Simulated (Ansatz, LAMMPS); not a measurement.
**Localised basis functions on 47In2O3-53ZnO (mol %) with crystalline order left by the classical run (65 atoms)**

Wanted: errors and times of a linear-scaling basis for 47In2O3-53ZnO (mol %) with crystalline order left by the classical run (65 atoms). A setting counts as converged where the r.m.s. difference of forces stays under 1 % of the r.m.s. force.

Calculated with Ansatz 0.2.0; Kohn-Sham DFT, PBE, PAW (set soft_2), plane waves.

## (1) Set-up

The cell holds 65 atoms: 18 In, 10 Zn and 37 O. Cell: a = 9.453 Å, b = 9.453 Å, c = 9.453 Å, α = 90.0°, β = 90.0°, γ = 90.0°. 65 atoms (18 Sc, 10 Zn, 37 O) placed at random at 4.13 g/cm³, melted at 5000 K for 10 ps at fixed volume with the Morse and Coulomb pair potential with partial charges (Pedone, Malavasi, Menziani, Cormack and Segre, J. Phys. Chem. B 110, 11780 (2006)). Quenched from 5000 K to 300 K at 300 K/ps and fixed volume, held 10 ps at zero pressure, then minimised at fixed cell. Then Sc was replaced by In and the cell scaled by 1.027 (the potential has no terms for the new elements, so the cell is a start for a DFT relaxation).

Before any run, some limits are plain. The quench rate of 300 K/ps is many orders above laboratory rates, so the cell is likely richer in defects and strain than a real sample. The starting topology of bonds comes from the classical model, and needn't be the one that DFT or experiment would give.

## (2) The classical run that made the cell

A classical potential supplies the starting structure, since it reaches far longer times than DFT.

This step: classical MD, Morse and Coulomb pair potential with partial charges (Pedone, Malavasi, Menziani, Cormack and Segre, J. Phys. Chem. B 110, 11780 (2006)) (LAMMPS 22 Jul 2025 - Update 4).

The input, in.lmp:

```
# melt-quench of Sc18Zn10O37
units metal
atom_style charge
boundary p p p
region box block 0 9.3798 0 9.3798 0 9.3798
create_box 3 box
mass 1 44.9559   # Sc
mass 2 65.3800   # Zn
mass 3 15.9990   # O
create_atoms 1 random 18 57950 NULL overlap 1.5 maxtry 2000
create_atoms 2 random 10 57957 NULL overlap 1.5 maxtry 2000
create_atoms 3 random 37 57964 NULL overlap 1.5 maxtry 2000
pair_style hybrid/overlay pedone 5.5 coul/long 8.0
pair_coeff * * coul/long
pair_coeff 1 3 pedone 0.000333 3.144445 3.200000 2.6   # Sc-O
pair_coeff 2 3 pedone 0.001221 3.150679 2.851850 1   # Zn-O
pair_coeff 3 3 pedone 0.042395 1.379316 3.618701 22   # O-O
set type 1 charge 1.8
set type 2 charge 1.2
set type 3 charge -1.2
kspace_style pppm 1.0e-4
neigh_modify delay 0 every 1 check yes
thermo_style custom step time temp pe press density
thermo_modify norm yes
timestep 0.002
thermo 100
min_style cg
minimize 1e-4 1e-4 200 2000
reset_timestep 0
velocity all create 5000 57951 mom yes dist gaussian
fix lim all nve/limit 0.05
fix lan all langevin 5000 5000 0.2 57952 zero yes
thermo 500
run 1000 post no
# [... 10 lines left out ...]
thermo 1666
fix md all npt temp 300 300 0.2 iso 0 0 2
run 5000 post no
unfix md
thermo 100
min_style cg
minimize 0 1e-3 2000 20000
write_dump all custom glass.dump id type xs ys zs modify sort id
```

Run with:

```sh
$ lmp -in in.lmp -log none -nocite
```

The log of the run:

```text
LAMMPS (22 Jul 2025 - Update 4)
Created orthogonal box = (0 0 0) to (9.3798 9.3798 9.3798)
Created 18 atoms
Created 10 atoms
Created 37 atoms
PPPM initialization ...
  G vector (1/distance) = 0.37947438
  grid = 10 10 10
  estimated relative force accuracy = 5.4087089e-05
   Step          Time           Temp          PotEng         Press         Density
         0   0              0             -0.044496654    1081305.7      4.1349822
        77   0.154          0             -10.212038      7750.7412      4.1349822
Loop time of 0.0602745 s on 1 MPI rank(s) for 77 steps with 65 atoms
Minimization stats:
  Stopping criterion = energy tolerance
  Energy initial, next-to-last, final =
    -0.0444966536044065  -10.2112724798163  -10.2120380724442
  Force two-norm initial, final = 210.27689 1.708546
  Iterations, force evaluations = 77 102
   Step          Time           Temp          PotEng         Press         Density
         0   0              5000          -10.212038      61287.612      4.1349822
       500   1              2246.3092     -9.9011601      85771.505      4.1349822
      1000   2              2467.3629     -9.9380161      80612.404      4.1349822
Loop time of 0.477352 s on 1 MPI rank(s) for 1000 steps with 65 atoms
   Step          Time           Temp          PotEng         Press         Density
[... 2 lines left out ...]
      2499   4.998          4095.002      -9.4571389      158763.05      4.1349822
      3332   6.664          5050.976      -9.5016941      178147.95      4.1349822
      4165   8.33           5425.7735     -9.4956402      187052.49      4.1349822
      4998   9.996          4400.5998     -9.5351226      134016.81      4.1349822
      5831   11.662         5790.7487     -9.5085812      176434.18      4.1349822
[... 1 line left out ...]
Loop time of 2.48905 s on 1 MPI rank(s) for 5000 steps with 65 atoms
   Step          Time           Temp          PotEng         Press         Density
[... 12 lines left out ...]
Loop time of 3.75903 s on 1 MPI rank(s) for 7833 steps with 65 atoms
   Step          Time           Temp          PotEng         Press         Density
[... 3 lines left out ...]
     18326   36.652         275.92055     -10.308201      21530.218      4.3443319
     18833   37.666         319.74308     -10.308322      9901.5633      4.3759513
Loop time of 3.24769 s on 1 MPI rank(s) for 5000 steps with 65 atoms
   Step          Time           Temp          PotEng         Press         Density
     18833   37.666         319.74308     -10.308455      9797.6139      4.3759513
     18850   37.7           319.74308     -10.353054      1279.9855      4.3759513
Loop time of 0.0366562 s on 1 MPI rank(s) for 17 steps with 65 atoms
Minimization stats:
  Stopping criterion = linesearch alpha is zero
  Energy initial, next-to-last, final =
     -10.3084545884851  -10.3530538581835  -10.3530538581835
  Force two-norm initial, final = 9.6312309 0.2309328
  Iterations, force evaluations = 17 65
```

Run time: 10 s. Hardware: 1 thread of Arm Neoverse N1, shared host; peak memory 0.072 GiB.

## (3) Plane-wave single point

The first run uses the default basis; a harder plane-wave run follows as the reference for the support functions.

The input, input.yaml:

```yaml
crystal:
  lattice:
    - [9.45289, 0.0, 0.0]
    - [0.0, 9.45289, 0.0]
    - [0.0, 0.0, 9.45289]
  atoms:
    - { symbol: In, position: [0.78391, 0.54614, 0.33175] }
    - { symbol: In, position: [0.05325, 0.08651, 0.19287] }
    - { symbol: In, position: [0.28387, 0.56856, 0.9506] }
    - { symbol: In, position: [0.26135, 0.91372, 0.47244] }
    - { symbol: In, position: [0.60196, 0.89424, 0.44711] }
    - { symbol: In, position: [0.9325, 0.55627, 0.96973] }
    - { symbol: In, position: [0.75466, 0.05746, 0.69236] }
    - { symbol: In, position: [0.93802, 0.87662, 0.45761] }
    - { symbol: In, position: [0.25728, 0.5636, 0.48452] }
    - { symbol: In, position: [0.421, 0.23994, 0.5809] }
    - { symbol: In, position: [0.96527, 0.24005, 0.49361] }
    - { symbol: In, position: [0.11399, 0.73321, 0.2018] }
    - { symbol: In, position: [0.09959, 0.39704, 0.73232] }
    - { symbol: In, position: [0.41676, 0.07036, 0.20642] }
    - { symbol: In, position: [0.10004, 0.89448, 0.82618] }
    - { symbol: In, position: [0.76495, 0.90691, 0.09076] }
    - { symbol: In, position: [0.61469, 0.56097, 0.9652] }
    - { symbol: In, position: [0.44489, 0.71284, 0.69562] }
    - { symbol: Zn, position: [0.12125, 0.3987, 0.19251] }
    - { symbol: Zn, position: [0.51784, 0.93096, 0.87232] }
    - { symbol: Zn, position: [0.25241, 0.2027, 0.94589] }
    - { symbol: Zn, position: [0.87786, 0.19553, 0.9409] }
    - { symbol: Zn, position: [0.44998, 0.41127, 0.22709] }
    - { symbol: Zn, position: [0.75426, 0.21792, 0.29565] }
    - { symbol: Zn, position: [0.73787, 0.39781, 0.68313] }
    - { symbol: Zn, position: [0.57612, 0.23685, 0.97951] }
    - { symbol: Zn, position: [0.44831, 0.722, 0.23257] }
    - { symbol: Zn, position: [0.79145, 0.70467, 0.69076] }
    - { symbol: O, position: [0.24248, 0.21578, 0.17855] }
    - { symbol: O, position: [0.83332, 0.11099, 0.13096] }
    - { symbol: O, position: [0.42162, 0.0773, 0.98097] }
    - { symbol: O, position: [0.08416, 0.04948, 0.44596] }
    - { symbol: O, position: [0.4502, 0.72447, 0.92867] }
    - { symbol: O, position: [0.58151, 0.89606, 0.22317] }
    - { symbol: O, position: [0.43241, 0.05613, 0.44677] }
    - { symbol: O, position: [0.44416, 0.41614, 0.98266] }
    - { symbol: O, position: [0.76847, 0.39051, 0.95923] }
    - { symbol: O, position: [0.77456, 0.3723, 0.46663] }
    - { symbol: O, position: [0.95989, 0.56751, 0.19411] }
    - { symbol: O, position: [0.9235, 0.88714, 0.68709] }
    - { symbol: O, position: [0.1121, 0.7213, 0.97083] }
    - { symbol: O, position: [0.91674, 0.22636, 0.71478] }
    - { symbol: O, position: [0.77724, 0.04581, 0.46577] }
    - { symbol: O, position: [0.42082, 0.73774, 0.46329] }
    - { symbol: O, position: [0.11341, 0.41479, 0.95954] }
    - { symbol: O, position: [0.92868, 0.54618, 0.74545] }
    - { symbol: O, position: [0.25775, 0.23882, 0.73066] }
    - { symbol: O, position: [0.71203, 0.02439, 0.90455] }
    - { symbol: O, position: [0.94902, 0.87791, 0.22782] }
    - { symbol: O, position: [0.61978, 0.57466, 0.7323] }
    - { symbol: O, position: [0.40724, 0.4083, 0.43997] }
    - { symbol: O, position: [0.97332, 0.27892, 0.27875] }
    - { symbol: O, position: [0.76819, 0.7301, 0.45863] }
    - { symbol: O, position: [0.59761, 0.88202, 0.6725] }
    - { symbol: O, position: [0.27735, 0.57481, 0.19566] }
    - { symbol: O, position: [0.60376, 0.57214, 0.20024] }
    - { symbol: O, position: [0.11812, 0.73687, 0.43696] }
    - { symbol: O, position: [0.10388, 0.41013, 0.51287] }
    - { symbol: O, position: [0.07436, 0.06593, 0.96327] }
    - { symbol: O, position: [0.60431, 0.22626, 0.70087] }
    - { symbol: O, position: [0.56589, 0.23591, 0.20469] }
    - { symbol: O, position: [0.26917, 0.89646, 0.23502] }
    - { symbol: O, position: [0.77749, 0.71716, 0.97412] }
    - { symbol: O, position: [0.27572, 0.87545, 0.69392] }
    - { symbol: O, position: [0.27498, 0.56322, 0.71787] }
kpoints:
  mp_grid: { grid: [2, 2, 2] }
hamiltonian:
  xc: pbe
scf:
  occupations: { method: fermi_dirac, width: 0.05 }
output:
  forces: true
  stress: true
  populations: true
  dos:
    method: { smearing: { sigma: 0.08 } }
    de: 0.1
    projected: { site_lists: { In: [In], O: [O], Zn: [Zn] } }
  eigenvalues: true
  write_density: true
  write_potential: true
  volumetric_format: npy
```

Run with:

```sh
$ ansatz run input.yaml --threads 4 --pin off --max-ram 8192MiB --backend cpu --events-out ev --progress --plain --runs-dir out
```

The log of the run:

```text
Engine: ansatz 0.2.0, aarch64-unknown-linux-gnu
Pseudopotentials: kind: paw
Pseudopotential: In, paw, valence charge 13, recommended cutoff 420 eV (normal), In.paw.azcp
Pseudopotential: Zn, paw, valence charge 12, recommended cutoff 420 eV (normal), Zn.paw.azcp
Pseudopotential: O, paw, valence charge 6, recommended cutoff 420 eV (normal), O.paw.azcp
[... 5 lines on functional and potentials left out ...]
Crystal: 65 atoms, lattice volume = 844.683 Å³
Basis set: ecut = 420 eV, 16519 PW (Γ), exchange–correlation on 128×128×128 points (8 copies of the dense FFT grid, shifted against one another)
Bands: 353, of which v1, the nominal top of the filled ones, is band 288 counted from 1 (287 counted from 0)
Symmetry: 1 space group operations
Space group: P1 (ITA 1), of the structure as read, at distance tolerance 9.5e-5 Å
k-points: 8
[... 7 lines on functional and potentials left out ...]
Initial density: superposition of atomic densities (neutral atoms: chi_scale 0, normalization atom), corrected by the library's trained network
Initial wavefunctions: pseudopotential atomic-orbital guess
Functional: x = pbe(κ = 0.804, μ = 0.219515), c = pbe(β = 0.066725)
SCF iter   1: F=—  HF=-154942.209644 eV  |F-HF|=—  |Δ(HF+E_count)|=         —  Δρ=2.50e-3  dr2=9.10e-2  ethr=1.77e-3  ⟨swp⟩=6.0  Hψ=11788  notcnv=0  defer=49
preconditioner: auto → Resta (q_TF=auto, 2.560 Å⁻¹)  ε∞=5.3  [insulator: Δε(μ)=0.468 eV  Ē_g=14.807 eV  σ=0.050 eV  W_gap=0.97  n_scr=250 (ndim 8)  ℏωp=30.7 eV  f_vac=0.055  D(μ)=0.22/eV (n_scr^D=0)  ε∞_Penn≈5.3]
SCF iter   2: F=—  HF=-154942.202481 eV  |F-HF|=—  |Δ(HF+E_count)|=   7.16e-3  Δρ=1.32e-3  dr2=1.65e-2  ethr=1.58e-5  ⟨swp⟩=2.0  Hψ=5563  notcnv=0  defer=321
SCF iter   3: F=—  HF=-154942.201035 eV  |F-HF|=—  |Δ(HF+E_count)|=   1.45e-3  Δρ=5.56e-4  dr2=6.49e-3  ethr=2.86e-6  ⟨swp⟩=2.0  Hψ=4475  notcnv=0  defer=321
SCF iter   4: F=—  HF=-154942.200149 eV  |F-HF|=—  |Δ(HF+E_count)|=   8.87e-4  Δρ=2.17e-4  dr2=4.17e-4  ethr=1.13e-6  ⟨swp⟩=2.0  Hψ=3619  notcnv=0  defer=321
SCF iter   5: F=—  HF=-154942.200133 eV  |F-HF|=—  |Δ(HF+E_count)|=   1.56e-5  Δρ=1.22e-4  dr2=1.23e-4  ethr=7.24e-8  ⟨swp⟩=2.0  Hψ=4453  notcnv=0  defer=321
SCF iter   6: F=—  HF=-154942.200135 eV  |F-HF|=—  |Δ(HF+E_count)|=   1.87e-6  Δρ=3.85e-5  dr2=1.39e-5  ethr=2.14e-8  ⟨swp⟩=2.0  Hψ=4505  notcnv=0  defer=321
SCF iter   7: F=—  HF=-154942.201283 eV  |F-HF|=—  |Δ(HF+E_count)|=   1.15e-3  Δρ=2.02e-5  dr2=3.13e-6  ethr=2.41e-9  ⟨swp⟩=2.1  Hψ=4649  notcnv=0  defer=321
SCF iter   8: F=—  HF=-154942.201284 eV  |F-HF|=—  |Δ(HF+E_count)|=   1.16e-6  Δρ=7.96e-6  dr2=5.56e-7  ethr=5.43e-10  ⟨swp⟩=2.0  Hψ=4513  notcnv=0  defer=321
SCF iter   9: F=—  HF=-154942.201284 eV  |F-HF|=—  |Δ(HF+E_count)|=   4.25e-7  Δρ=5.75e-6  dr2=2.45e-7  ethr=9.65e-11  ⟨swp⟩=2.0  Hψ=4615  notcnv=0  defer=321
SCF iter  10: F=-154942.201284 eV  HF=-154942.201284 eV  |F-HF|=1.29e-8  |Δ(HF+E_count)|=   5.59e-9  Δρ=1.45e-6  dr2=1.77e-8  ethr=1.74e-11  ⟨swp⟩=12.9  Hψ=22872  notcnv=0
SCF 1 converged in 10 iterations: F = -154942.201284 eV  dr2 = 1.77e-8
  greatest PAW one-centre occupation: 0.992 electrons in one spin orbital (limit 2), on the Zn atom at site 26 (counted from 0), in its partial waves of l = 2
SCF converged after 10 iterations
Free energy (F): -154942.201284 eV
Harris-Foulkes:  -154942.201284 eV  (|F-HF|=1.29e-8)
Internal energy: -154942.195783 eV  (E = F + TS)
E sigma→0 (E₀):  -154942.198534 eV
Entropy (-TS):   -0.005501 eV (-0.085 meV/atom)
Fermi energy:    8.484864 eV
--- Per-component energies (eV) ---
  E_band       = 124.315087
  E_kinetic    = 12188.821341
  E_local      = -49568.033752  (includes V_loc(G=0)·N_el)
  E_nonlocal   = 14666.631305
  E_hartree    = 19788.851814
  E_xc         = -7932.673679
  E_vxc        = -5740.937827  (∫ρ·V_xc dr)
  E_paw        = -99074.507793  (= ΣΔE_a)
  E_vpaw       = -10999.963259  (= ΣTr[D̂ρ^β])
  E_aug_tail   = 0.085844  (compensation charges beyond the density's cutoff)
  E_ewald      = -45011.370864
  E_smearing   = -0.005501  (= −TS)
  E_closure    = 0.000000  (closes the sum)
  Σ components = -154942.201284   (vs F -154942.201284, Δ=0.00e0)
--- Forces (eV/Å), atoms counted from 1 ---
  atom   1  In     0.03376533     0.14067736    -0.03843320
  atom   2  In     0.49158735    -0.77283014     0.54744623
  atom   3  In     0.07835999     0.26485978    -0.27357143
  atom   4  In    -0.20696321     0.18846303     0.31166135
  atom   5  In     0.02201074     0.03699305    -0.07529297
  atom   6  In    -0.18800454     0.31553352    -0.29309325
  atom   7  In     0.10116502     0.03770542    -0.10309277
  atom   8  In     0.24147321     0.00274023     0.02951058
  atom   9  In    -0.33312172    -0.44836954    -0.03528398
  atom  10  In    -0.29846088     0.37835048     0.31699882
  atom  11  In     0.92629007    -0.07092258     0.08045408
  atom  12  In     0.02712793     0.56325951     0.01741488
  atom  13  In     0.25538713     0.12489078    -0.47575530
  atom  14  In    -0.19212809    -0.29028429     0.21774697
[...]
atom  64  O     -0.02316524     0.31831591     0.41999161
  atom  65  O      0.03101381    -0.02218116    -0.12463852
  max |Σ_I F_I| component: 3.73e-5 eV/Å
--- Stress (GPa, compression-positive) ---
        4.212679       1.037810       1.301318
        1.037810       2.412794       1.261933
        1.301318       1.261933       3.138501
  P = ⅓ Tr σ = 3.2547 GPa (32.547 kbar)
--- Band table (eV; the first three rows and the last of 8) ---
  k-point 0: bands = ["-10.0602", "-9.8218", "-9.6831", "-9.6313", [... 337 levels ...], "17.1118", "17.1882", "17.2371", "17.2841", "17.3828", "17.4957", "17.6121", "17.6402", "17.6677", "17.8311", "17.9888", "18.0555"]
[...]
--- Löwdin populations: 65 sites ---
  site symbol       q [e]
     0     In     11.8719
     1     In     11.9424
     2     In     11.9141
[...]
64      O      6.7697
  spilling = 0.004833 (of n_electrons = 576.000000)
```

It took 3.4 min on 4 threads of Arm Neoverse N1, shared host; peak memory 6 GiB; 13 min of CPU time.

Reading the cycles: dr2 is the Hartree energy of the density residual (eV), the measure of convergence; HF is the Harris–Foulkes estimate of the energy, which meets the free energy F at convergence.

The run gave:

| Item | Value |
| --- | --- |
| free energy | -154942.2013 eV |
| free energy per atom | -2383.7262 eV/atom |
| SCF cycles | 10 |
| pressure | 3.255 GPa |
| r.m.s. force component | 0.3421 eV/Å |
| longest force | 1.174 eV/Å |
| Fermi energy | 8.485 eV |
| spacing of highest filled and lowest empty level | 0.3986 eV |
| levels partly filled by over 2 per cent | 1 |
| spilling of the projection | 0.004833 |

The r.m.s. force component of 0.34 eV/Å sets the scale for the differences below.

## (4) Plane waves at 750 eV (750 eV)

A harder cutoff gives the support functions a reference with less basis error.

input.yaml, the sections that differ from step 3:

```yaml
output:
  forces: true
  eigenvalues: true
basis:
  ecutwfc: "750 eV"
# crystal, kpoints, hamiltonian, scf: as in step 3
```

The log of the run:

```text
[...]
Crystal: 65 atoms, lattice volume = 844.683 Å³
Basis set: ecut = 750 eV, 39223 PW (Γ), exchange–correlation on 180×180×180 points (8 copies of the dense FFT grid, shifted against one another)
Bands: 353, of which v1, the nominal top of the filled ones, is band 288 counted from 1 (287 counted from 0)
Symmetry: 1 space group operations
[...]
k-points: 8
[...]
SCF iter   1: F=—  HF=-154942.557248 eV  |F-HF|=—  |Δ(HF+E_count)|=         —  Δρ=2.56e-3  dr2=9.15e-2  ethr=1.77e-3  ⟨swp⟩=5.8  Hψ=13578  notcnv=0  defer=300
[...]
SCF iter   3: F=—  HF=-154942.545365 eV  |F-HF|=—  |Δ(HF+E_count)|=   2.19e-3  Δρ=5.88e-4  dr2=6.57e-3  ethr=3.04e-6  ⟨swp⟩=2.0  Hψ=4597  notcnv=0  defer=270
automatic band count: iteration 3 solves 333 bands in place of 353: the levels show a gap, and the empty bands left out lie too high to hold charge; the band table lists the bands solved (type scf.n_extra_bands for more)
SCF iter   4: F=—  HF=-154942.544221 eV  |F-HF|=—  |Δ(HF+E_count)|=   1.14e-3  Δρ=2.10e-4  dr2=4.29e-4  ethr=1.14e-6  ⟨swp⟩=2.0  Hψ=3605  notcnv=0  defer=270
SCF iter   5: F=—  HF=-154942.544215 eV  |F-HF|=—  |Δ(HF+E_count)|=   6.23e-6  Δρ=1.41e-4  dr2=1.61e-4  ethr=7.44e-8  ⟨swp⟩=2.0  Hψ=4575  notcnv=0  defer=270
[...]
SCF iter   9: F=—  HF=-154942.544047 eV  |F-HF|=—  |Δ(HF+E_count)|=   4.81e-7  Δρ=6.17e-6  dr2=2.64e-7  ethr=9.89e-11  ⟨swp⟩=2.0  Hψ=4624  notcnv=0  defer=270
SCF iter  10: F=-154942.544047 eV  HF=-154942.544047 eV  |F-HF|=8.09e-9  |Δ(HF+E_count)|=   1.71e-8  Δρ=2.12e-6  dr2=3.94e-8  ethr=1.74e-11  ⟨swp⟩=10.6  Hψ=15285  notcnv=0
SCF 1 converged in 10 iterations: F = -154942.544047 eV  dr2 = 3.94e-8
[...]
SCF converged after 10 iterations
Free energy (F): -154942.544047 eV
[...]
Internal energy: -154942.538616 eV  (E = F + TS)
E sigma→0 (E₀):  -154942.541332 eV
Entropy (-TS):   -0.005431 eV (-0.084 meV/atom)
Fermi energy:    8.484328 eV
[...]
Σ components = -154942.544047   (vs F -154942.544047, Δ=0.00e0)
--- Forces (eV/Å), atoms counted from 1 ---
  atom   1  In     0.03331525     0.14146235    -0.03833048
  atom   2  In     0.48950750    -0.77308885     0.54632370
  atom   3  In     0.07706339     0.26523873    -0.27252020
  atom   4  In    -0.20570553     0.18517094     0.30853678
[...]
atom  65  O      0.03080205    -0.02342489    -0.12474320
  max |Σ_I F_I| component: 3.60e-5 eV/Å
--- Band table (eV; the first three rows and the last of 8) ---
[...]
```

It took 5.1 min on 4 threads; peak memory 5.7 GiB.

The program notes that it cut back its work space to fit the memory limit.

Forces differ from the reference by 1.4 meV/Å r.m.s., 0.40 % of their size, within a tolerance of 1 %; the energy by -5.3 meV/atom. It took roughly 1.5 times the reference's time (one timing each, with unlike analyses asked), in 10 cycles against 10.

(Part 1 of 3 ends here.)

[Long decimals in the printed logs are rounded to 6 places.]

[Logs are printed without paths, hosts, clocks, repeated set-up lines and the standing remarks that a program may print on its own settings, such as how far it seeks lower states.]

[Hosts, paths, dates, database ids (printed as entryN), source tags and the programs' standing remarks are cut or masked in the printed files.]
